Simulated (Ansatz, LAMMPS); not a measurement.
# Ionic liquid ethylammonium formate, from a frame at 450 K (225 atoms): geometry optimisation, part 2 of 3

Wanted: the relaxed structure of ionic liquid ethylammonium formate, from a frame at 450 K (225 atoms) and its electronic structure.

Ansatz 0.2.0; Kohn-Sham DFT, PBE+D3(BJ), PAW (set soft_2), plane waves.

The cell: 45 C, 15 N, 135 H and 30 O. The network of contacts between molecules at the start is that of the classical potential that made the cell. The Brillouin zone is sampled at Γ only, in a cell whose shortest periodic width is 13 Å.

So far. Step 3 (Single point at the start): Neighbours are counted within 1.34 Å (H-C), 1.27 Å (H-N), 1.85 Å (C-C), 1.68 Å (C-O), 1.79 Å (C-N).

### Step 4. Cell and atoms relaxed

The cell is relaxed with the atoms, since the starting lattice needn't suit this functional.

input.yaml reads:

```yaml
crystal:
  lattice:
    - [12.99138, 0.0, 0.0]
    - [0.0, 12.99138, 0.0]
    - [0.0, 0.0, 12.99138]
  atoms:
    [... the 225 atom lines of step 3 ...]
kpoints:
  mp_grid: { grid: [1, 1, 1] }
hamiltonian:
  xc: pbe
  dispersion: d3bj
scf:
  occupations: { method: fixed }
output:
  forces: true
relax:
  f_tol: 0.03
  max_steps: 200
  cell: {}
```

Launch:

```sh
$ ansatz run input.yaml --threads 4 --pin off --max-ram 8192MiB --backend cpu --events-out ev --progress --plain --runs-dir out
```

Numbers of over 12 decimals in the logs are rounded to 6 here.

Log:

```text
[...]
Crystal: 225 atoms, lattice volume = 2192.633 Å³
Basis set: ecut = 420 eV, 42931 PW (Γ), exchange–correlation on 180×180×180 points (8 copies of the dense FFT grid, shifted against one another)
Bands: 510, of which v1, the nominal top of the filled ones, is band 285 counted from 1 (284 counted from 0)
Symmetry: 1 space group operations
[...]
k-points: 1
[...]
SCF iter   1: F=—  HF=-36242.362426 eV  |F-HF|=—  |Δ(HF+E_count)|=         —  Δρ=4.74e-3  dr2=8.75e-1  ethr=1.77e-3  ⟨swp⟩=5.0  Hψ=1602  notcnv=0  defer=219
[...]
SCF iter   3: F=—  HF=-36242.123566 eV  |F-HF|=—  |Δ(HF+E_count)|=   3.43e-2  Δρ=1.57e-3  dr2=7.48e-2  ethr=3.46e-5  ⟨swp⟩=3.0  Hψ=578  notcnv=0  defer=85
automatic band count: iteration 3 solves 372 bands in place of 510: the levels show a gap, and the empty bands left out lie too high to hold charge; the band table lists the bands solved (type scf.n_extra_bands for more)
SCF iter   4: F=—  HF=-36242.110155 eV  |F-HF|=—  |Δ(HF+E_count)|=   1.34e-2  Δρ=6.85e-4  dr2=1.20e-2  ethr=1.31e-5  ⟨swp⟩=4.0  Hψ=580  notcnv=0  defer=85
[...]
SCF iter  11: F=-36242.108806 eV  HF=-36242.108806 eV  |F-HF|=3.69e-8  |Δ(HF+E_count)|=   4.52e-8  Δρ=1.80e-6  dr2=6.56e-8  ethr=1.75e-11  ⟨swp⟩=4.0  Hψ=1111  notcnv=0
SCF 1 converged in 11 iterations: F = -36242.108806 eV  dr2 = 6.56e-8
[...]
relax step   1: F+E_penalty+E_count = -36242.10880645 eV  Δ(F+E_penalty+E_count) = +0.000e0 eV  max|allowed force component| = 4.180e0 eV/Å  Δτ_max = 0.0000 Å  P = +2.726 GPa  Ω = 2192.633 Å³  (11 SCF iters, dr2 threshold 1.00e-7 eV, accepted)
[... from here on, the SCF cycles and remarks between the steps are left out ...]
relax step   2: F+E_penalty+E_count = -36249.80838319 eV  Δ(F+E_penalty+E_count) = -7.700e0 eV  max|allowed force component| = 1.979e0 eV/Å  Δτ_max = 0.1949 Å  P = -0.081 GPa  Ω = 2228.533 Å³  energy of the carried Pulay correction = -1.079e-1 eV  (8 SCF iters, dr2 threshold 2.25e-5 eV, accepted)
relax step   3: F+E_penalty+E_count = -36252.89475305 eV  Δ(F+E_penalty+E_count) = -3.086e0 eV  max|allowed force component| = 2.292e0 eV/Å  Δτ_max = 0.1949 Å  P = -1.673 GPa  Ω = 2247.963 Å³  energy of the carried Pulay correction = -1.655e-1 eV  (8 SCF iters, dr2 threshold 2.25e-5 eV, accepted)
relax step   4: F+E_penalty+E_count = -36254.51719394 eV  Δ(F+E_penalty+E_count) = -1.622e0 eV  max|allowed force component| = 1.844e0 eV/Å  Δτ_max = 0.2000 Å  P = -1.396 GPa  Ω = 2232.656 Å³  energy of the carried Pulay correction = -1.201e-1 eV  (8 SCF iters, dr2 threshold 2.25e-5 eV, accepted)
relax step   5: F+E_penalty+E_count = -36256.16268597 eV  Δ(F+E_penalty+E_count) = -1.645e0 eV  max|allowed force component| = 9.325e-1 eV/Å  Δτ_max = 0.1923 Å  P = -0.676 GPa  Ω = 2207.862 Å³  energy of the carried Pulay correction = -4.597e-2 eV  (8 SCF iters, dr2 threshold 2.25e-5 eV, accepted)
relax step   6: F+E_penalty+E_count = -36257.01796967 eV  Δ(F+E_penalty+E_count) = -8.553e-1 eV  max|allowed force component| = 3.606e-1 eV/Å  Δτ_max = 0.2000 Å  P = -0.399 GPa  Ω = 2201.820 Å³  energy of the carried Pulay correction = -2.777e-2 eV  (8 SCF iters, dr2 threshold 2.25e-5 eV, accepted)
relax step   7: F+E_penalty+E_count = -36257.62105131 eV  Δ(F+E_penalty+E_count) = -6.031e-1 eV  max|allowed force component| = 3.202e-1 eV/Å  Δτ_max = 0.2000 Å  P = -0.279 GPa  Ω = 2198.053 Å³  energy of the carried Pulay correction = -1.640e-2 eV  (9 SCF iters, dr2 threshold 8.13e-6 eV, accepted)
relax step   8: F+E_penalty+E_count = -36258.02955204 eV  Δ(F+E_penalty+E_count) = -4.085e-1 eV  max|allowed force component| = 1.977e-1 eV/Å  Δτ_max = 0.2000 Å  P = -0.189 GPa  Ω = 2196.113 Å³  energy of the carried Pulay correction = -1.053e-2 eV  (9 SCF iters, dr2 threshold 6.41e-6 eV, accepted)
relax step   9: F+E_penalty+E_count = -36258.24859042 eV  Δ(F+E_penalty+E_count) = -2.190e-1 eV  max|allowed force component| = 3.219e-1 eV/Å  Δτ_max = 0.2000 Å  P = +0.040 GPa  Ω = 2200.395 Å³  energy of the carried Pulay correction = -2.347e-2 eV  (9 SCF iters, dr2 threshold 2.44e-6 eV, accepted)
relax step  10: F+E_penalty+E_count = -36257.92084357 eV  Δ(F+E_penalty+E_count) = +3.277e-1 eV  max|allowed force component| = 1.463e0 eV/Å  Δτ_max = 0.1922 Å  P = -0.636 GPa  Ω = 2202.464 Å³  energy of the carried Pulay correction = -2.971e-2 eV  (8 SCF iters, dr2 threshold 6.48e-6 eV, rejected (line search))
relax step  11: F+E_penalty+E_count = -36258.35602825 eV  Δ(F+E_penalty+E_count) = -1.074e-1 eV  max|allowed force component| = 2.675e-1 eV/Å  Δτ_max = 0.0961 Å  P = +0.014 GPa  Ω = 2200.530 Å³  energy of the carried Pulay correction = -2.388e-2 eV  (12 SCF iters, accepted)
relax step  12: F+E_penalty+E_count = -36258.46244235 eV  Δ(F+E_penalty+E_count) = -1.064e-1 eV  max|allowed force component| = 1.268e-1 eV/Å  Δτ_max = 0.0975 Å  P = -0.028 GPa  Ω = 2200.172 Å³  energy of the carried Pulay correction = -2.280e-2 eV  (7 SCF iters, dr2 threshold 4.47e-6 eV, accepted)
[...]
relax step  70: F+E_penalty+E_count = -36259.20876485 eV  Δ(F+E_penalty+E_count) = +5.242e-2 eV  max|allowed force component| = 1.036e-1 eV/Å  Δτ_max = 0.2000 Å  P = -0.036 GPa  Ω = 2155.975 Å³  energy of the carried Pulay correction = +4.546e-2 eV  (10 SCF iters, dr2 threshold 2.14e-7 eV, rejected (line search))
relax step  71: F+E_penalty+E_count = -36259.26211429 eV  Δ(F+E_penalty+E_count) = -9.246e-4 eV  max|allowed force component| = 5.341e-2 eV/Å  Δτ_max = 0.0381 Å  P = -0.004 GPa  Ω = 2149.816 Å³  energy of the carried Pulay correction = +6.430e-2 eV  (12 SCF iters, accepted)
[...]
relax step  73: F+E_penalty+E_count = -36259.26330400 eV  Δ(F+E_penalty+E_count) = +1.962e-4 eV  max|allowed force component| = 3.202e-2 eV/Å  Δτ_max = 0.0392 Å  P = -0.005 GPa  Ω = 2149.911 Å³  energy of the carried Pulay correction = +6.401e-2 eV  (6 SCF iters, dr2 threshold 1.09e-6 eV, accepted)
relax step  74: F+E_penalty+E_count = -36259.26512238 eV  Δ(F+E_penalty+E_count) = -1.818e-3 eV  max|allowed force component| = 2.231e-2 eV/Å  Δτ_max = 0.0113 Å  P = -0.005 GPa  Ω = 2149.500 Å³  energy of the carried Pulay correction = +6.527e-2 eV  (7 SCF iters, dr2 threshold 6.41e-8 eV, accepted)
relax step  75: F+E_penalty+E_count = -36259.26818602 eV  Δ(F+E_penalty+E_count) = -3.064e-3 eV  max|allowed force component| = 8.436e-2 eV/Å  Δτ_max = 0.0459 Å  P = -0.013 GPa  Ω = 2148.649 Å³  energy of the carried Pulay correction = +6.783e-2 eV  (10 SCF iters, accepted)
relax step  76: F+E_penalty+E_count = -36259.26883868 eV  Δ(F+E_penalty+E_count) = -6.527e-4 eV  max|allowed force component| = 5.742e-2 eV/Å  Δτ_max = 0.0067 Å  P = -0.007 GPa  Ω = 2148.537 Å³  energy of the carried Pulay correction = +6.818e-2 eV  (6 SCF iters, dr2 threshold 4.45e-7 eV, accepted)
relax step  77: F+E_penalty+E_count = -36259.27041702 eV  Δ(F+E_penalty+E_count) = -1.578e-3 eV  max|allowed force component| = 2.941e-2 eV/Å  Δτ_max = 0.0242 Å  P = +0.001 GPa  Ω = 2148.160 Å³  energy of the carried Pulay correction = +6.931e-2 eV  (8 SCF iters, dr2 threshold 2.06e-7 eV, accepted)
relax step  78: F+E_penalty+E_count = -36259.21847184 eV  Δ(F+E_penalty+E_count) = +5.195e-2 eV  max|allowed force component| = 2.915e-2 eV/Å  Δτ_max = 0.0000 Å  P = -0.019 GPa  Ω = 2148.160 Å³  stress off target by 8.59e-2 GPa  SCF on the basis re-selected at this cell (its energy is not comparable with the rows above)  (6 SCF iters)
relax step  79: F+E_penalty+E_count = -36259.22496749 eV  Δ(F+E_penalty+E_count) = -6.496e-3 eV  max|allowed force component| = 7.298e-2 eV/Å  Δτ_max = 0.0360 Å  P = -0.023 GPa  Ω = 2146.451 Å³  energy of the carried Pulay correction = +5.108e-3 eV  (9 SCF iters, dr2 threshold 1.84e-8 eV, accepted)
relax step  80: F+E_penalty+E_count = -36259.23759134 eV  Δ(F+E_penalty+E_count) = -1.262e-2 eV  max|allowed force component| = 4.953e-2 eV/Å  Δτ_max = 0.0201 Å  P = -0.007 GPa  Ω = 2142.943 Å³  energy of the carried Pulay correction = +1.538e-2 eV  (8 SCF iters, dr2 threshold 3.33e-7 eV, accepted)
relax step  81: F+E_penalty+E_count = -36259.24122520 eV  Δ(F+E_penalty+E_count) = -3.634e-3 eV  max|allowed force component| = 3.583e-2 eV/Å  Δτ_max = 0.0108 Å  P = -0.002 GPa  Ω = 2141.944 Å³  energy of the carried Pulay correction = +1.823e-2 eV  (7 SCF iters, dr2 threshold 1.53e-7 eV, accepted)
relax step  82: F+E_penalty+E_count = -36259.24577249 eV  Δ(F+E_penalty+E_count) = -4.547e-3 eV  max|allowed force component| = 2.947e-2 eV/Å  Δτ_max = 0.0250 Å  P = +0.003 GPa  Ω = 2140.642 Å³  energy of the carried Pulay correction = +2.186e-2 eV  (9 SCF iters, dr2 threshold 8.02e-8 eV, accepted)
relax step  83: F+E_penalty+E_count = -36259.22647526 eV  Δ(F+E_penalty+E_count) = +1.930e-2 eV  max|allowed force component| = 2.941e-2 eV/Å  Δτ_max = 0.0000 Å  P = -0.000 GPa  Ω = 2140.642 Å³  stress off target by 1.93e-2 GPa  SCF on the basis re-selected at this cell (its energy is not comparable with the rows above)  (6 SCF iters)
[...]
SCF converged after 6 iterations
Free energy (F): -36259.226475 eV
[...]
Internal energy: -36259.226475 eV  (E = F + TS)
E sigma→0 (E₀):  -36259.226475 eV
Fermi energy:    -0.547527 eV
[...]
--- Forces (eV/Å), atoms counted from 1 ---
  atom   1  C     -0.00253143    -0.00485861    -0.00219250
  atom   2  C      0.00596574     0.00423125     0.00288924
  atom   3  N      0.00962505    -0.00783642     0.01681639
  atom   4  H     -0.00161293     0.00050085     0.00295893
  atom   5  H      0.00346492     0.00505689    -0.00011498
  atom   6  H      0.00094216    -0.00056429     0.00147704
  atom   7  H     -0.00035211    -0.00538922    -0.00330273
  atom   8  H     -0.00223508    -0.00019167    -0.00011827
  atom   9  H     -0.00187197     0.00260838    -0.00407570
  atom  10  H     -0.00552317    -0.00131908    -0.00424499
  atom  11  H     -0.00285364     0.00274881    -0.00425027
  atom  12  C      0.00370825     0.00266414     0.00207731
  atom  13  C      0.00004305    -0.00480318     0.00013668
  atom  14  N      0.01014427     0.00017096     0.01000843
[...]
atom 224  O     -0.00448877    -0.00891106    -0.00840804
  atom 225  H      0.00102064    -0.01044167     0.00156661
  max |Σ_I F_I| component: 8.01e-6 eV/Å
--- Stress (GPa, compression-positive) ---
        0.006320       0.003233       0.012446
        0.003234      -0.002945      -0.011007
        0.012445      -0.011006      -0.003395
  P = ⅓ Tr σ = -0.0000 GPa (-0.000 kbar)
--- Relaxed structure (80 steps of the walk, 70 accepted, 3 SCFs on fresh bases) ---
  F+E_penalty+E_count = -36259.22647526 eV   max|allowed force component| = 2.941e-2 eV/Å   (the final SCF, on the basis selected at the relaxed cell)
  cell:  # Å, volume = 2140.6421 Å³
    - [12.975204, 0.247845, 0.285959]
    - [0.247845, 12.831905, -0.236282]
    - [0.285959, -0.236282, 12.872576]
  atoms:
    - { symbol: C, position: [0.830326, 0.822431, 0.523692] }
    - { symbol: C, position: [0.853340, 0.831476, 0.408002] }
    - { symbol: N, position: [0.945798, 0.893473, 0.385547] }
    - { symbol: H, position: [0.812007, 0.899081, 0.561988] }
[...]
- { symbol: H, position: [0.552102, 0.471526, 0.876080] }
```

Run time: 17 min. Hardware: 4 threads of Intel Xeon Platinum 8488C (Sapphire Rapids), shared host; peak memory 3 GiB; 63 min of CPU time.

Relaxation path (22 of 83):

```tsv
step	energy less that of the first step (eV)	largest force component (eV/Å)	pressure (GPa)	volume (Å³)
1	0.0000	4.1804	2.73	2192.63
5	-14.0539	0.9325	-0.68	2207.86
9	-16.1398	0.3219	0.04	2200.39
13	-16.4316	0.5249	-0.22	2200.14
17	-16.8495	0.0726	0.00	2188.24
21	-16.9416	0.3895	-0.05	2184.63
24	-17.0356	0.1443	-0.08	2178.15
28	-17.0536	0.3684	-0.05	2175.23
32	-17.0754	0.1568	-0.07	2176.06
36	-17.0880	0.0593	-0.01	2174.88
40	-17.0988	0.0527	0.03	2172.90
44	-17.1008	0.0638	-0.04	2173.27
48	-17.1084	0.0265	-0.01	2171.46
52	-17.1018	0.0712	0.03	2159.79
56	-17.1117	0.0391	-0.03	2158.48
60	-17.1297	0.0570	-0.02	2154.06
63	-17.1334	0.0391	0.00	2153.76
67	-17.1453	0.0420	-0.01	2151.41
71	-17.1533	0.0534	0.00	2149.82
75	-17.1594	0.0844	-0.01	2148.65
79	-17.1162	0.0730	-0.02	2146.45
83*	-17.1177	0.0294	0.00	2140.64
```

Relaxation steps marked * repeat the geometry before them on a plane-wave basis chosen anew for their cell, so energy and pressure can jump there. Other such steps can lie between the rows shown. Relaxation steps 10, 16, 19, 28, 29, 32, 45, 59 and 2 more were tried and not accepted.

```tsv
cell as run	before	after	change
a (Å)	12.991	12.981	-0.1 %
b (Å)	12.991	12.836	-1.2 %
c (Å)	12.991	12.878	-0.9 %
α (°)	90.00	92.08	+2.3 %
β (°)	90.00	87.49	-2.8 %
γ (°)	90.00	87.82	-2.4 %
volume (Å³/atom)	9.75	9.51	-2.4 %
```

The atoms that moved most (Å, as changes of fractional coordinates times the final cell):

```tsv
atom	dx	dy	dz	length
H140	0.695	1.483	-0.933	1.885
H138	-0.706	1.612	-0.178	1.769
H125	-1.103	-0.927	0.629	1.572
H118	0.024	1.097	1.114	1.563
H217	0.588	0.818	-1.195	1.563
H205	-0.165	-1.483	-0.050	1.493
H197	-0.422	0.886	1.113	1.484
H71	1.281	-0.260	-0.628	1.450
```

The relaxation changed the energy by -76.1 meV/atom, and atoms moved by 0.80 Å r.m.s., 1.9 Å at most.

### Step 5. Structure statistics after relaxation

Bonds before and after, by the cutoffs listed below:

```tsv
pair	bonds before	bonds after	mean before (Å)	mean after (Å)	spread before (Å)	spread after (Å)
H-C	90	90	1.098	1.100	0.039	0.008
H-N	45	45	1.027	1.054	0.032	0.010
C-C	15	15	1.501	1.517	0.039	0.002
C-O	30	30	1.260	1.264	0.022	0.011
C-N	15	15	1.479	1.492	0.038	0.003
```

Density 1.06 g/cm³, 9.514 Å³ an atom.

g(r), total and by pair (bins of 0.2 Å):

```tsv
r (Å)	total	H-H	H-C	H-O	H-N	C-C	C-O
1.00	3.54	0.00	9.10	0.00	17.00	0.00	0.00
1.20	1.02	0.00	1.66	0.00	0.00	0.00	11.75
1.40	0.23	0.00	0.00	0.00	0.00	0.00	0.00
1.60	0.57	0.60	0.00	0.84	0.00	5.45	0.00
1.80	1.28	2.62	0.00	2.14	0.00	0.00	0.00
2.00	0.55	0.02	0.62	1.65	1.66	0.00	0.00
2.20	1.07	0.37	3.04	0.08	1.21	0.00	0.00
2.40	0.80	1.57	0.43	0.33	0.00	0.00	0.00
2.60	0.92	1.70	0.72	0.69	0.06	0.00	0.00
2.80	0.92	0.80	0.72	0.85	1.81	0.00	0.00
3.00	0.86	1.25	0.81	1.01	0.64	0.00	0.00
3.20	0.92	0.86	0.97	1.66	0.45	0.00	0.60
3.40	1.09	0.83	0.91	1.67	1.34	0.65	2.08
3.60	0.96	0.86	0.89	1.14	0.58	1.23	2.10
3.80	0.98	0.84	0.88	1.02	0.76	1.97	1.79
4.00	0.91	0.85	0.86	1.04	0.90	1.27	0.99
4.20	1.00	0.92	1.02	1.02	1.01	1.34	1.21
4.40	1.04	0.84	1.11	1.28	1.06	1.42	1.11
4.60	1.08	1.03	1.12	0.94	1.19	1.71	1.07
4.80	1.01	1.15	1.03	0.71	0.81	0.78	1.15
5.00	1.04	1.10	1.08	0.88	0.77	1.07	1.31
5.20	1.02	0.95	1.02	1.04	1.18	1.06	1.00
5.40	1.06	1.01	1.02	1.26	1.07	1.13	1.06
5.60	1.00	1.04	0.93	0.96	1.21	0.83	0.89
5.80	1.02	1.07	1.00	1.06	1.14	0.70	0.88
6.00	0.96	0.92	0.98	0.97	1.08	0.91	0.76
6.20	0.98	1.09	0.93	0.87	1.15	0.99	0.84
```

Bonds by pair of elements; cutoffs follow the first minimum of g(r), held within bounds set by covalent radii, and pairs that aren't listed don't count as bonded:

```tsv
pair A-B	cutoff (Å)	bonds	mean length (Å)	spread (Å)	shortest (Å)	B about A	A about B
H-C	1.34	90	1.1	0.008	1.09	0.667	2
H-N	1.27	45	1.05	0.01	1.04	0.333	3
C-C	1.85	15	1.52	0.002	1.51	0.667	0.667
C-O	1.68	30	1.26	0.011	1.24	0.667	1
C-N	1.79	15	1.49	0.003	1.49	0.333	1
```

How many atoms have how many bonded neighbours:

```tsv
element	mean	1	3	4
C	3.67	0	15	30
H	1	135	0	0
N	4	0	0	15
O	1	30	0	0
```

Bond angles, per cent of each kind in bins of 5°:

```tsv
angle (°)	C-C-H	H-C-H	H-N-H	C-N-H	H-C-N
100–105	0.0	0.0	4.4	0.0	0.0
105–110	12.0	100.0	64.4	44.4	100.0
110–115	88.0	0.0	31.1	55.6	0.0
```

Bond angles (no mean is given where the spread exceeds 20°):

```tsv
angle	count	mean (°)	spread (°)
C-C-H	75	111	0.7
H-C-H	60	108	0.7
H-N-H	45	109	2.4
C-N-H	45	110	1.8
H-C-N	30	107	0.6
```

Bond length by coordination (bonds to H left out):

```tsv
element	coordination	atoms	mean bond length (Å)
C	3	15	1.26
C	4	30	1.51
```

By these cutoffs 67 % of C atoms have 4, all H atoms have 1, all N atoms have 4 and all O atoms have 1 bonded neighbour. The C-C-H angle averages 111° with a spread of 0.7°.

(Continued in part 3 of 3.)

[Logs are printed without paths, hosts, clocks, repeated set-up lines and the standing remarks that a program may print on its own settings, such as how far it seeks lower states.]

[Hosts, paths, dates, database ids (printed as entryN), source tags and the programs' standing remarks are cut or masked in the printed files.]
